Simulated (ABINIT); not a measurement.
# Quasiparticle gap of AlN (P6_3mc) in ABINIT, part 3 of 3

Aim: the G0W0 gap of AlN (P6_3mc) on PBE, step by step.

ABINIT 10.8.3; PBE and many-body steps on it, plane waves. Known limits of the many-body steps: not at the basis limit.

So far. Step 4 (Empty states on the mesh, 6×6×4 mesh, 110 bands): On this mesh the gap is 4.220 eV. Step 5 (Screening, 6×6×4 mesh, 102 bands, screening to 163.3 eV): Local fields lower ε∞ by 9 %.

The database entry behind the starting cell differs from later determinations by our own check (inner coordinate u about 0.002 short), so it need not match the best structure at ambient conditions.

### Step 6. Self-energy, 6×6×4 mesh, 102 bands, screening to 163.3 eV

The self-energy is evaluated for the states that the input lists, and the levels follow from it, in one-shot runs by the linearised quasiparticle equation.

This step: G0W0 on PBE, plane waves, norm-conserving pseudopotentials.

Contents of run.abi:

```
acell 3*1.0 Angstrom
rprim 
  3.113000000011 -0.000000000003 0.000000000000
  -1.556500000003 2.695937081992 0.000000000000
  0.000000000000 0.000000000000 4.981000000000
ntypat 2
znucl 13 7
natom 4
typat 1 1 2 2
xred 
  0.333333333333 0.666666666667 0.000000000000
  0.666666666667 0.333333333333 0.500000000000
  0.333333333333 0.666666666667 0.380000000000
  0.666666666667 0.333333333333 0.880000000000
pp_dirpath "pseudos"
pseudos "Al.upf, N.upf"
ecut 36
ngkpt 6 6 4
nshiftk 1
shiftk 0 0 0
kptopt 1
chksymbreak 0
istwfk *1
occopt 1
irdwfk 1
optdriver 4
nband 102
gwcalctyp 0
ecutsigx 36
symsigma 1
nkptgw 1
kptgw 
  0.0000000000 0.0000000000 0.0000000000
bdgw 
  6 10
ecuteps 6
irdscr 1
ppmodel 1
indata_prefix "in"
outdata_prefix "out"
tmpdata_prefix "tmp"
```

Command:

```console
$ OMP_NUM_THREADS=1 mpirun -n 8 abinit run.abi > log
```

Numbers of over 12 decimals in the logs are rounded to 6 here.

Output:

```text
.Version 10.8.3 of ABINIT. v10.8.2 released Aug 2026.

 Symmetries : space group P6_3 m c (#186); Bravais hP (primitive hexag.)
[... echo of the input left out ...]
== DATASET  1 ==================================================================
-   mpi_nproc: 8, omp_nthreads: 1 (-1 if OMP is not activated)

--- !DatasetInfo
iteration_state: {dtset: 1, }
dimensions: {natom: 4, nkpt: 21, mband: 102, nsppol: 1, nspinor: 1, nspden: 1, mpw: 2934, }
cutoff_energies: {ecut:  36.0, pawecutdg:  -1.0, }
electrons: {nelect:   1.60000000E+01, charge:   0.00000000E+00, occopt:   1.00000000E+00, tsmear:   1.00000000E-02, }

 SIGMA: Calculation of the GW corrections

 Based on a program developped by R.W. Godby, V. Olevano, G. Onida, and L. Reining.
 Incorporated in ABINIT by V. Olevano, G.-M. Rignanese, and M. Torrent.
.Using double precision arithmetic ; gwpc =  8

[... cell and pseudopotentials left out ...]
--------------------------------------------------------------------------------

 ==== K-mesh for the wavefunctions ====
 Number of points in the irreducible wedge :    21
[... list of points left out ...]
 Together with 12 symmetry operations and time-reversal symmetry
 yields   144 points in the full Brillouin Zone.

 ==== Q-mesh for screening function ====
 Number of points in the irreducible wedge :    21
[... list of points left out ...]
 Together with 12 symmetry operations and time-reversal symmetry
 yields   144 points in the full Brillouin Zone.

 vcoul_init : cutoff-mode = AUXILIARY_FUNCTION
 q-points for optical limit:   1
     1)      0.000010    0.000020    0.000030
 setmesh: FFT mesh size selected  =    27x   27x   54
          total number of points  =        39366

 Number of electrons calculated from density =   16.0000; Expected =   16.0000
 average of density, n =  0.056718
 r_s =    1.6146
 omega_plasma =   22.9728 [eV]

 === KS Band Gaps ===
  >>>> For spin  1
   Minimum direct gap =   4.2205 [eV], located at k-point      :   0.0000  0.0000  0.0000
   Fundamental gap    =   4.2205 [eV], Top of valence bands at :   0.0000  0.0000  0.0000
                                       Bottom of conduction at :   0.0000  0.0000  0.0000
 SIGMA fundamental parameters:
 PLASMON POLE MODEL  1
 number of plane-waves for SigmaX                 2863
 number of plane-waves for SigmaC and W            197
 number of plane-waves for wavefunctions          2863
 number of bands                                   102
 number of independent spin polarizations            1
 number of spinorial components                      1
 number of k-points in IBZ                          21
 number of q-points in IBZ                          21
 number of symmetry operations                      12
 number of k-points in BZ                          144
 number of q-points in BZ                          144
 number of frequencies for dSigma/dE                 9
 frequency step for dSigma/dE [eV]                0.25
 number of omega for Sigma on real axis              0
 max omega for Sigma on real axis  [eV]           0.00
 zcut for avoiding poles [eV]                     0.10

 EPSILON^-1 parameters (SCR file):
 dimension of the eps^-1 matrix on file            197
 dimension of the eps^-1 matrix used               197
 number of plane-waves for wavefunctions          2863
 number of bands                                   102
 number of q-points in IBZ                          21
 number of frequencies                               2
 number of real frequencies                          1
 number of imag frequencies                          1

 matrix elements of self-energy operator (all in [eV])

 Perturbative Calculation

--- !SelfEnergy_ee
iteration_state: {dtset: 1, }
kpoint     : [   0.000,    0.000,    0.000, ]
spin       : 1
KS_gap     :    4.220
QP_gap     :    5.552
Delta_QP_KS:    1.331
data: !SigmaeeData |
     Band     E0 <VxcDFT>   SigX SigC(E0)      Z dSigC/dE  Sig(E)    E-E0       E
        6   5.135 -16.968 -20.992   3.196   0.789  -0.267 -17.622  -0.654   4.481
        7   5.135 -16.968 -20.992   3.196   0.789  -0.267 -17.622  -0.654   4.481
        8   5.314 -17.078 -21.024   3.156   0.789  -0.267 -17.701  -0.623   4.691
        9   9.535 -12.527  -8.048  -3.614   0.819  -0.221 -11.819   0.708  10.243
       10  11.990 -10.836  -5.799  -4.162   0.828  -0.208 -10.112   0.724  12.714

== END DATASET(S) ==============================================================
================================================================================

 -outvars: echo values of variables after computation  --------
           etotal      0.0000000000E+00
            nband         102
             nkpt          21
          spgroup         186
 [... the other variables as echoed above ...]

 Calculation completed.
```

Run time: 5.1 s. Hardware: 8 MPI ranks of Arm Neoverse V1, shared host; peak memory 1.2 GiB.

Numbers from this step:

| Item | Value |
| --- | --- |
| G0W0 gap on the points computed | 5.552 eV |
| starting gap on the mesh | 4.220 eV |
| k of the valence top | 0, 0, 0 |
| k of the conduction bottom | 0, 0, 0 |
| Z at the valence top | 0.789 |
| Z at the conduction bottom | 0.819 |
| least direct G0W0 gap on the computed points | 5.552 eV |

The gap on the mesh goes from 4.22 eV to 5.55 eV, a correction of +1.33 eV.

Limits: finite bands, cutoff and mesh. v1 is the top filled band, c1 the lowest empty one. The levels before and after the correction (eV, zero at the valence-band top of each column):

```csv
,conduction bottom,valence top
Kohn-Sham,4.22,0.00
G0W0,5.55,0.00
```

```csv
,level,energy (eV)
Kohn-Sham,Γ v3-v2,-0.180
Kohn-Sham,Γ v1,0.000
Kohn-Sham,Γ c1,4.221
Kohn-Sham,Γ c2,6.676
G0W0,Γ v3-v2,-0.210
G0W0,Γ v1,0.000
G0W0,Γ c1,5.552
G0W0,Γ c2,8.023
```

### Step 7. Where the time went

Times are wall times on 8 MPI ranks of Arm Neoverse V1, shared host, good to a factor of about two.

```csv
step,time,share,memory (GiB)
ground state,5.4 s,4 %,0.53
bands along the symmetry lines,7.4 s,6 %,0.51
empty states on the mesh,54 s,45 %,4.1
screening,48 s,40 %,1.6
self-energy,5.1 s,4 %,1.2
```

### Step 8. What came out

```
PBE gap              : 4.22 eV, direct
G0W0 gap on the mesh : 5.55 eV
GW settings          : 6×6×4 mesh, 102 bands, screening to 163.3 eV, Godby-Needs plasmon pole
known limits         : not at the basis limit
```

What this shows: G0W0 moves the gap on the mesh from 4.22 eV to 5.55 eV (+1.33 eV), with Z of 0.79 and 0.82 at the edges. Local fields lower the RPA ε∞ on this mesh from 4.64 to 4.22. Only 1 of the mesh's irreducible points was corrected, so a valley elsewhere could overtake. Bands and cutoff are finite, so the gap is not at the basis limit. The miss can reach some tenths of an eV and take either sign; the mesh is an error of its own. In the G0W0 run levels were corrected at 1 k point alone, so a gap called «on the mesh» is the least over those, and an edge elsewhere would be missed.

[Paths, hosts, dates, memory and timing lines, banners, echoed tables and standing remarks are left out of the program output.]

[Logs are printed without paths, hosts, clocks, repeated set-up lines and the standing remarks that a program may print on its own settings, such as how far it seeks lower states.]

[Runs of the session that timed out or met a known fault of the program may be left out.]

[Hosts, paths, dates, database ids (printed as entryN), source tags and the programs' standing remarks are cut or masked in the printed files.]

[G0W0 gaps are taken among the corrected bands and points alone; a level outside them can change the order at an edge.]

[Where Ansatz stands beside ABINIT at settings called matched, ABINIT's density can come from a denser mesh and the files from another edition; pairs whose starting gaps differed by over 0.03 eV were left out, so agreement reads better than it is.]
